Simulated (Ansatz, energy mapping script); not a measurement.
# Spin model of CrO2 from collinear orders, part 3 of 3

How strongly do the moments of CrO2 couple under PBE+U (3.5 eV)? The plan is to run several orders and fit a Heisenberg model.

PBE with U = 3.5 eV on Cr d, ortho-atomic projectors; plane waves, U on orthogonalised atomic orbitals unless named otherwise, collinear spin, no spin–orbit coupling.

So far. Step 8 (Run 5 (compensated +−; cell B, 6 atoms)): The run ends antiferromagnetic, 273.67 meV a magnetic atom above the parallel order of its cell, a difference that unlike orbital or electronic states can set, not exchange alone (energies taken at zero occupation width, not the printed F). Step 9 (Run 6 (parallel; cell C, 12 atoms)): The run ends ferromagnetic.

## Step 10: Run 7 (compensated +−+−; cell C, 12 atoms)

This order reverses 2 of the 2 neighbours at 2.92 Å, 4 of the 8 neighbours at 3.45 Å and 4 of the 4 neighbours at 4.42 Å, counted for an average magnetic atom.

Contents of input.yaml:

```yaml
crystal:
  lattice:
    - [0.0, -4.421, -2.917]
    - [0.0, 4.421, -2.917]
    - [4.421, 0.0, 2.917]
  atoms:
    - { symbol: Cr, position: [0.5, 0.5, 0.0], spin: 3.0 }
    - { symbol: Cr, position: [0.0, 0.0, 0.0], spin: -3.0 }
    - { symbol: Cr, position: [0.25, 0.75, 0.5], spin: 3.0 }
    - { symbol: Cr, position: [0.75, 0.25, 0.5], spin: -3.0 }
    - { symbol: O, position: [0.5, 0.801, 0.301] }
    - { symbol: O, position: [0.0, 0.301, 0.301] }
    - { symbol: O, position: [0.949, 0.75, 0.199] }
    - { symbol: O, position: [0.449, 0.25, 0.199] }
    - { symbol: O, position: [0.5, 0.199, 0.699] }
    - { symbol: O, position: [0.0, 0.699, 0.699] }
    - { symbol: O, position: [0.551, 0.75, 0.801] }
    - { symbol: O, position: [0.051, 0.25, 0.801] }
magnetization:
  spin_polarized: true
kpoints:
  mp_grid: { grid: [9, 9, 9] }
hamiltonian:
  xc: pbe
  hubbard:
    sites:
      - { species: Cr, l: d, u_eff: 3.5 }
      - { site: 0, l: d, u_eff: 3.5, starting_ns: [{ spin: up, occupation_matrix: cr1_major }, { spin: down, occupation_matrix: cr1_minor }] }
      - { site: 1, l: d, u_eff: 3.5, starting_ns: [{ spin: up, occupation_matrix: cr1_minor }, { spin: down, occupation_matrix: cr1_major }] }
      - { site: 2, l: d, u_eff: 3.5, starting_ns: [{ spin: up, occupation_matrix: cr2_major }, { spin: down, occupation_matrix: cr2_minor }] }
      - { site: 3, l: d, u_eff: 3.5, starting_ns: [{ spin: up, occupation_matrix: cr2_minor }, { spin: down, occupation_matrix: cr2_major }] }
    projectors: ortho-atomic
    occupation_matrices:
      cr1_major:
        matrix:
          - [0.809, 0.0, 0.0, 0.0, 0.256]
          - [0.0, 0.638, 0.245, 0.0, 0.0]
          - [0.0, 0.245, 0.638, 0.0, 0.0]
          - [0.0, 0.0, 0.0, 0.686, 0.0]
          - [0.256, 0.0, 0.0, 0.0, 0.593]
      cr1_minor:
        matrix:
          - [0.146, 0.0, 0.0, 0.0, -0.094]
          - [0.0, 0.203, -0.085, 0.0, 0.0]
          - [0.0, -0.085, 0.203, 0.0, 0.0]
          - [0.0, 0.0, 0.0, 0.129, 0.0]
          - [-0.094, 0.0, 0.0, 0.0, 0.231]
      cr2_major:
        matrix:
          - [0.809, 0.0, 0.0, 0.0, -0.256]
          - [0.0, 0.638, -0.245, 0.0, 0.0]
          - [0.0, -0.245, 0.638, 0.0, 0.0]
          - [0.0, 0.0, 0.0, 0.686, 0.0]
          - [-0.256, 0.0, 0.0, 0.0, 0.593]
      cr2_minor:
        matrix:
          - [0.146, 0.0, 0.0, 0.0, 0.094]
          - [0.0, 0.203, 0.085, 0.0, 0.0]
          - [0.0, 0.085, 0.203, 0.0, 0.0]
          - [0.0, 0.0, 0.0, 0.129, 0.0]
          - [0.094, 0.0, 0.0, 0.0, 0.231]
scf:
  occupations: { method: fermi_dirac, width: 0.05 }
output:
  eigenvalues: true
```

Launch:

```console
ansatz run input.yaml --threads 4 --pin off --max-ram 14336MiB --backend cpu --events-out ev --progress --plain --runs-dir out
```

Numbers of over 12 decimals in the logs are rounded to 6 here.

Log:

```text
[...]
Crystal: 12 atoms, lattice volume = 114.027 Å³
Basis set: ecut = 420 eV, 2209 PW (Γ)
Bands: 70, of which v1, the nominal top of the filled ones, is band 52 counted from 1 (51 counted from 0)
Symmetry: 8 space group operations
[...]
k-points: 75 of 729 (time reversal used)
[...]
Starting moments: Σ|m| = 12 μB on 4 of 12 sites
[...]
k-point 1 ↑: bands = [... 48 lower, 9.4154, 9.5536, 9.6080, 10.0568, 10.1899, 10.9627, 12.6774, 12.7057, ... 14 higher]
  k-point 2 ↑: bands = [... 48 lower, 9.2473, 9.4585, 9.5134, 9.9005, 10.4302, 10.9529, 12.7373, 12.9421, ... 14 higher]
  k-point 74 ↓: bands = [... 48 lower, 8.7086, 8.7439, 9.6459, 9.7248, 11.0870, 11.0993, 12.8530, 12.8812, ... 14 higher]
Occupation matrices written to <dir>
[key lines of the parts left out:]
SCF converged after 15 iterations
Magnetization: 0.0000 μB (52.0000 up, 52.0000 down)
Free energy (F): -18041.264108 eV
Fermi energy:    10.124112 eV
```

It took 30 s on 4 threads of Arm Neoverse V1, shared host; peak memory 1 GiB.

The run ends antiferromagnetic, 196.74 meV a magnetic atom above the parallel order of its cell, a difference that unlike orbital or electronic states can set, not exchange alone (energies taken at zero occupation width, not the printed F).

## Step 11: Order 8: uncompensated +++−, cell C of 12 atoms

This order reverses 1 of the 2 neighbours at 2.92 Å, 4 of the 8 neighbours at 3.45 Å and 2 of the 4 neighbours at 4.42 Å, counted for an average magnetic atom.

Changes to input.yaml since step 10:

```diff
@@ -7,3 +7,3 @@
     - { symbol: Cr, position: [0.5, 0.5, 0.0], spin: 3.0 }
-    - { symbol: Cr, position: [0.0, 0.0, 0.0], spin: -3.0 }
+    - { symbol: Cr, position: [0.0, 0.0, 0.0], spin: 3.0 }
     - { symbol: Cr, position: [0.25, 0.75, 0.5], spin: 3.0 }
@@ -28,3 +28,3 @@
       - { site: 0, l: d, u_eff: 3.5, starting_ns: [{ spin: up, occupation_matrix: cr1_major }, { spin: down, occupation_matrix: cr1_minor }] }
-      - { site: 1, l: d, u_eff: 3.5, starting_ns: [{ spin: up, occupation_matrix: cr1_minor }, { spin: down, occupation_matrix: cr1_major }] }
+      - { site: 1, l: d, u_eff: 3.5, starting_ns: [{ spin: up, occupation_matrix: cr1_major }, { spin: down, occupation_matrix: cr1_minor }] }
       - { site: 2, l: d, u_eff: 3.5, starting_ns: [{ spin: up, occupation_matrix: cr2_major }, { spin: down, occupation_matrix: cr2_minor }] }
```

Log:

```text
[...]
Crystal: 12 atoms, lattice volume = 114.027 Å³
Basis set: ecut = 420 eV, 2209 PW (Γ)
Bands: 70, of which v1, the nominal top of the filled ones, is band 52 counted from 1 (51 counted from 0)
Symmetry: 8 space group operations
[...]
k-points: 125 of 729
[...]
Starting moments: Σ|m| = 12 μB on 4 of 12 sites
[...]
k-point 1 ↑: bands = [... 48 lower, 9.1885, 9.3383, 9.6337, 9.7112, 9.7852, 10.1091, 10.3040, 10.4762, ... 14 higher]
  k-point 2 ↑: bands = [... 48 lower, 8.9389, 9.3686, 9.4297, 9.5919, 9.6066, 10.0356, 10.3606, 10.5818, ... 14 higher]
  k-point 124 ↓: bands = [... 48 lower, 8.6263, 9.5361, 11.5039, 12.4722, 13.1432, 13.3551, 13.4086, 13.9696, ... 14 higher]
Occupation matrices written to <dir>
[key lines of the parts left out:]
SCF converged after 21 iterations
Magnetization: 4.0000 μB (54.0000 up, 50.0000 down)
Free energy (F): -18041.434146 eV
Fermi energy:    10.314796 eV
```

Run time: 78 s. Hardware: 4 threads; peak memory 1.7 GiB; 5 min of CPU time.

The run ends ferrimagnetic, 155.22 meV a magnetic atom above the parallel order of its cell, a difference that unlike orbital or electronic states can set, not exchange alone (energies taken at zero occupation width, not the printed F).

## Step 12: From energies to couplings

Each energy difference is a sum of couplings weighted by the pairs that the order reverses. A few near shells are fitted to the differences by least squares. Energies are those extrapolated to zero occupation width, not the free energies F.

The orders that converged (zero: parallel moments in the same cell):

| order | atoms | energy (meV a magnetic atom) | moments (μB) | moments kept as typed | opposed neighbours at 2.92, 3.45, 4.42 Å |
| --- | --- | --- | --- | --- | --- |
| parallel in cell A | 12 | 0.00 | 1.98 | yes | 0, 0, 0 |
| compensated +−+− in cell A | 12 | 206.19 | 1.81 | yes | 2, 4, 0 |
| uncompensated +++− in cell A | 12 | 150.59 | 1.55 to 1.96 | yes | 1, 4, 0 |
| parallel in cell B | 6 | 0.00 | 1.98 | yes | 0, 0, 0 |
| compensated +− in cell B | 6 | 273.67 | 1.71 | yes | 0, 8, 0 |
| parallel in cell C | 12 | 0.00 | 1.98 | yes | 0, 0, 0 |
| compensated +−+− in cell C | 12 | 196.74 | 1.81 | yes | 2, 4, 4 |
| uncompensated +++− in cell C | 12 | 155.22 | 1.56 to 1.95 | yes | 1, 4, 2 |

Fitted to E = −Σ J e·e over ordered pairs of unit vectors (J > 0 favours parallel moments):

| pair | distance (Å) | neighbours | J (meV) |
| --- | --- | --- | --- |
| Cr–Cr | 2.92 | 2 | 16.1 |
| Cr–Cr | 3.45 | 8 | 16.7 |
| Cr–Cr | 4.42 | 4 | -0.713 |

## Step 13: Summary of results

* couplings: not to be trusted

**Reading.** Between the runs the occupations of the corrected shell change by more than 0.2 electrons in one orbital, or the parallel runs differ in their moments. Whether a run was caught in another orbital state or the shell answers to the reversal itself, the energy differences hold more than the exchange of fixed moments, so a Heisenberg reading is in doubt.

[Logs and program files are shortened in this print: banners, set-up blocks, solver, clock and traceback lines can be left out without a mark of their own.]

[Logs are printed without paths, hosts, clocks, repeated set-up lines and the standing remarks that a program may print on its own settings, such as how far it seeks lower states.]

[Hosts, paths, dates, database ids (printed as entryN), source tags and the programs' standing remarks are cut or masked in the printed files.]

[Where a cell is said to come from a database of computed structures, the database is the Materials Project.]
